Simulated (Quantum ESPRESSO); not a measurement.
# BAs (F-43m): how pressure shifts the optical phonon

Wanted: a fit of frequency against volume for BAs (F-43m), tested on a run that is left out of it.

Program: Quantum ESPRESSO 7.5. Level of theory: DFT PBE, scalar-relativistic, plane waves, PseudoDojo norm-conserving pseudopotentials. Results are calculated unless marked as measured.

## 1. The relaxed structure

The structure is cubic, space group F-43m (No. 216). Conventional cell: a = 4.809 Å, b = 4.809 Å, c = 4.809 Å, α = 90.00°, β = 90.00°, γ = 90.00°. Nearest to B lie 4 As at 2.08 Å. As has 4 B at 2.08 Å nearest. Farther neighbours are not listed.

Structure file:

```
CELL_PARAMETERS angstrom
-2.40448 0.00000 2.40448
0.00000 2.40448 2.40448
-2.40448 2.40448 0.00000
ATOMIC_POSITIONS crystal
B 0.00000 0.00000 0.00000
As 0.25000 0.25000 0.25000
```

This is the cell after its relaxation at this level of theory, not the database cell from which that began.

## 2. Runs at several volumes

The relaxed cell is scaled uniformly; in this structure symmetry fixes all atoms, so nothing has to be relaxed anew. Each volume gets a ground state and a response at Γ. The mode followed is the highest one without the macroscopic field, of symmetry T2; longitudinal polar modes lie higher. Cutoff 92 Ry, k mesh 12×12×12.

From the response at V/V₀ = 0.94:

Output:

```text
[banners, grids, parts of the stress and lines that vanish by symmetry left out]
Program PHONON v.7.5
     Reading xml data from directory:

[...]
Exchange-correlation= PBE
                           (   1   4   3   4   0   0   0)
[...]
kinetic-energy cut-off    =      92.0000  Ry
     charge density cut-off    =     368.0000  Ry
     convergence threshold     =      1.0E-18
[...]
Exchange-correlation= PBE
                           (   1   4   3   4   0   0   0)
[...]
q = (   0.0000000   0.0000000   0.0000000 )
     25 Sym.Ops. (with q -> -q+G )
     G cutoff =  738.7099  (  20875 G-vectors)     FFT grid: ( 40, 40, 40)
     number of k points=    72
[...]
Mode symmetry, T_d (-43m)  point group:
[...]
Dielectric constant
[...]
End of electric fields calculation
          Dielectric constant in cartesian axis
          (       9.579914361      -0.000000000       0.000000000 )
          (      -0.000000000       9.579914361      -0.000000000 )
          (       0.000000000      -0.000000000       9.579914361 )
          Effective charges (d Force / dE) in cartesian axis without acoustic sum rule applied (asr)
           atom    1  B     Mean Z*:       -0.63141
      Ex  (       -0.63141        0.00000       -0.00000 )
      Ey  (        0.00000       -0.63141       -0.00000 )
      Ez  (       -0.00000       -0.00000       -0.63141 )
           atom    2  As    Mean Z*:        0.62670
      Ex  (        0.62670        0.00000       -0.00000 )
      Ey  (        0.00000        0.62670       -0.00000 )
      Ez  (       -0.00000       -0.00000        0.62670 )
          Effective charges Sum: Mean:       -0.00471
[...]
Effective charges (d Force / dE) in cartesian axis with asr applied:
           atom    1  B     Mean Z*:       -0.62905
[...]
atom    2  As    Mean Z*:        0.62905
[...]
Representation #   1 modes #   1   2   3
[...]
End of self-consistent calculation
     Convergence has been achieved
     Representation #   2 modes #   4   5   6
[...]
End of self-consistent calculation
     Convergence has been achieved
[...]
Dielectric constant in cartesian axis
          (       9.579914361      -0.000000000       0.000000000 )
          (      -0.000000000       9.579914361      -0.000000000 )
          (       0.000000000      -0.000000000       9.579914361 )
          Effective charges (d Force / dE) in cartesian axis without acoustic sum rule applied (asr)
           atom    1  B     Mean Z*:       -0.63141
      Ex  (       -0.63141        0.00000       -0.00000 )
      Ey  (        0.00000       -0.63141       -0.00000 )
      Ez  (       -0.00000       -0.00000       -0.63141 )
           atom    2  As    Mean Z*:        0.62670
      Ex  (        0.62670        0.00000       -0.00000 )
      Ey  (        0.00000        0.62670       -0.00000 )
      Ez  (       -0.00000       -0.00000        0.62670 )
          Effective charges Sum: Mean:       -0.00471
[...]
Effective charges (d Force / dE) in cartesian axis with asr applied:
           atom    1  B     Mean Z*:       -0.62905
[...]
atom    2  As    Mean Z*:        0.62905
[...]
q = (    0.000000000   0.000000000   0.000000000 )
[...]
freq (    1) =       0.137644 [THz] =       4.591318 [cm-1]
     freq (    2) =       0.137644 [THz] =       4.591318 [cm-1]
     freq (    3) =       0.137644 [THz] =       4.591318 [cm-1]
     freq (    4) =      21.617929 [THz] =     721.096483 [cm-1]
     freq (    5) =      21.617929 [THz] =     721.096483 [cm-1]
     freq (    6) =      21.617929 [THz] =     721.096483 [cm-1]
[...]
Mode symmetry, T_d (-43m)  point group:
     freq (   1-   3) =          4.6  [cm-1]   --> T_2  G_15 P_4   I+R
     freq (   4-   6) =        721.1  [cm-1]   --> T_2  G_15 P_4   I+R

   JOB DONE.
```

One volume, V/V₀ = 1.03, is held back as a test.

```csv
V/V₀,volume (Å³/atom),pressure (GPa),ω (cm⁻¹)
0.94,13.067,9.22,721.10
0.97,13.485,4.26,698.94
1,13.902,0.00,678.00
1.03,14.319,-3.65,held back
1.06,14.736,-6.78,639.36
```

## 3. The fit

The mode Grüneisen parameter is γ = −d ln ω / d ln V.

```csv
ln(V/V₀),ln ω
-0.0619,6.5808
-0.0305,6.5496
0.0000,6.5191
0.0583,6.4605
```

A straight line through these points has the slope -1.002, so γ = 1.00; at V/V₀ = 1.03 it predicts ω = exp(6.5190 − 0.0296) = 658.09 cm⁻¹.

A parabola of pressure against ln V through V/V₀ = 0.97, 1 and 1.03 gives the bulk modulus B = −dP/d ln V = 132 GPa at V₀. With ω₀ from the fitted line the pressure coefficient follows as dω/dP = γ ω₀ / B = 1.00 × 677.9 / 132 = 5.16 cm⁻¹/GPa.

## 4. The run that was held back

Output:

```text
[banners, grids, parts of the stress and lines that vanish by symmetry left out]
[banner, memory and clock lines left out]
Program PHONON v.7.5

[...]
Exchange-correlation= PBE
                           (   1   4   3   4   0   0   0)
[...]
kinetic-energy cut-off    =      92.0000  Ry
     charge density cut-off    =     368.0000  Ry
     convergence threshold     =      1.0E-18
[...]
Exchange-correlation= PBE
                           (   1   4   3   4   0   0   0)
[...]
q = (   0.0000000   0.0000000   0.0000000 )
     25 Sym.Ops. (with q -> -q+G )
     G cutoff =  785.1395  (  23049 G-vectors)     FFT grid: ( 40, 40, 40)
     number of k points=    72
[...]
Mode symmetry, T_d (-43m)  point group:
[...]
Dielectric constant
[...]
End of electric fields calculation
          Dielectric constant in cartesian axis
          (       9.973992919       0.000000000      -0.000000000 )
          (       0.000000000       9.973992919       0.000000000 )
          (      -0.000000000       0.000000000       9.973992919 )
          Effective charges (d Force / dE) in cartesian axis without acoustic sum rule applied (asr)
           atom    1  B     Mean Z*:       -0.36490
      Ex  (       -0.36490       -0.00000       -0.00000 )
      Ey  (       -0.00000       -0.36490        0.00000 )
      Ez  (       -0.00000        0.00000       -0.36490 )
           atom    2  As    Mean Z*:        0.35906
      Ex  (        0.35906       -0.00000        0.00000 )
      Ey  (       -0.00000        0.35906       -0.00000 )
      Ez  (        0.00000       -0.00000        0.35906 )
[...]
Representation #   1 modes #   1   2   3
[...]
End of self-consistent calculation
     Convergence has been achieved
     Representation #   2 modes #   4   5   6
[...]
End of self-consistent calculation
     Convergence has been achieved
[...]
Dielectric constant in cartesian axis
          (       9.973992919       0.000000000      -0.000000000 )
          (       0.000000000       9.973992919       0.000000000 )
          (      -0.000000000       0.000000000       9.973992919 )
          Effective charges (d Force / dE) in cartesian axis without acoustic sum rule applied (asr)
           atom    1  B     Mean Z*:       -0.36490
      Ex  (       -0.36490       -0.00000       -0.00000 )
      Ey  (       -0.00000       -0.36490        0.00000 )
      Ez  (       -0.00000        0.00000       -0.36490 )
           atom    2  As    Mean Z*:        0.35906
      Ex  (        0.35906       -0.00000        0.00000 )
      Ey  (       -0.00000        0.35906       -0.00000 )
      Ez  (        0.00000       -0.00000        0.35906 )
          Effective charges Sum: Mean:       -0.00584
[...]
Effective charges (d Force / dE) in cartesian axis with asr applied:
           atom    1  B     Mean Z*:       -0.36198
[...]
atom    2  As    Mean Z*:        0.36198
[...]
q = (    0.000000000   0.000000000   0.000000000 )
[...]
freq (    1) =      -0.074734 [THz] =      -2.492862 [cm-1]
     freq (    2) =      -0.074734 [THz] =      -2.492862 [cm-1]
     freq (    3) =      -0.074734 [THz] =      -2.492862 [cm-1]
     freq (    4) =      19.731439 [THz] =     658.169951 [cm-1]
     freq (    5) =      19.731439 [THz] =     658.169951 [cm-1]
     freq (    6) =      19.731439 [THz] =     658.169951 [cm-1]
[...]
Mode symmetry, T_d (-43m)  point group:
     freq (   1-   3) =         -2.5  [cm-1]   --> T_2  G_15 P_4   I+R
     freq (   4-   6) =        658.2  [cm-1]   --> T_2  G_15 P_4   I+R
```

It gives 658.17 cm⁻¹ against the predicted 658.09 cm⁻¹, a miss of 0.08 cm⁻¹.

## 5. Summary of results

```
mode Grüneisen parameter : 1.002
bulk modulus             : 132 GPa
pressure coefficient     : 5.16 cm⁻¹/GPa
```

The highest optical mode of BAs (F-43m) without the LO-TO term stiffens by 5.16 cm⁻¹ a GPa near the relaxed volume, with γ = 1.00. The power law meets all 5 runs within 0.02 %; between neighbouring volumes γ runs from 0.99 to 1.01. Such a coefficient turns a measured shift of this mode into a hydrostatic stress; uniaxial or biaxial stress splits the mode and needs deformation potentials. These are harmonic values at zero temperature for the structure held cubic, which a run at Γ can't show to be stable; the bulk modulus rests on three points.

[Host names and launcher messages were left out of these logs when they were recorded.]

[Logs are printed without paths, hosts, clocks, repeated set-up lines and the standing remarks that a program may print on its own settings, such as how far it seeks lower states.]

[Hosts, paths, dates, database ids (printed as entryN), source tags and the programs' standing remarks are cut or masked in the printed files.]
